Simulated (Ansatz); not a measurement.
Consider Rb2NiF6 (started from the K2PtCl6 type) (Fm-3m).

The structure was built from a prototype and need not be the compound's stable phase.

Symmetry: Fm-3m, No. 225, cubic system. The conventional cell has a = 8.125 Å, b = 8.125 Å, c = 8.125 Å, α = 90.00°, β = 90.00°, γ = 90.00°. Nearest to Rb lie 12 F at 2.89 Å. Nearest to Ni lie 6 F at 1.76 Å. F has 1 Ni at 1.76 Å and 4 Rb at 2.89 Å nearest. Farther neighbours and most contacts between anions are not listed.

```xyz
9
Lattice="4.0627 4.0627 0.0000 0.0000 4.0627 4.0627 4.0627 0.0000 4.0627" Properties=species:S:1:pos:R:3 pbc="T T T"
Rb    2.0314    2.0314    2.0314
Rb    6.0941    6.0941    6.0941
Ni    0.0000    0.0000    0.0000
F     4.0627    1.7636    4.0627
F     4.0627    6.3618    4.0627
F     1.7636    4.0627    4.0627
F     6.3618    4.0627    4.0627
F     4.0627    4.0627    1.7636
F     4.0627    4.0627    6.3618
```

The structure was relaxed with LDA. The structure type comes from a generator and need not be one that this composition takes. The structure was generated from a model, not taken from a measurement. The runs that relaxed it are not among those shown. The program's search for lower electronic states was switched off, so nothing shows that the state found is the lowest. PAW set soft_2, made with PBE.

A constrained-RPA run (Ansatz 0.2.0; non-magnetic LDA; Ni t2g, bands v3 to v1, 4×4×4 mesh, medium accuracy) builds 3 functions on bands 0.28 eV wide, with 6.0 electrons in the window. The bare on-site interaction is 15.9 eV and the bare J 0.45 eV.

Question: Estimate U, U′ and J.

On the Ni t2g shell, U = 5.45 eV (34 % of the bare value), U′ = 4.55 eV, J = 0.35 eV.

The parent state is non-magnetic and the interaction static (zero frequency); U depends on the window and the orbitals, so it belongs to this model alone.

[Paths, hosts, dates, memory and timing lines, banners, echoed tables and standing remarks are left out of the program output.]

[Logs are printed without paths, hosts, clocks, repeated set-up lines and the standing remarks that a program may print on its own settings, such as how far it seeks lower states.]

[Runs of the session that timed out or met a known fault of the program may be left out.]

[Hosts, paths, dates, database ids (printed as entryN), source tags and the programs' standing remarks are cut or masked in the printed files.]
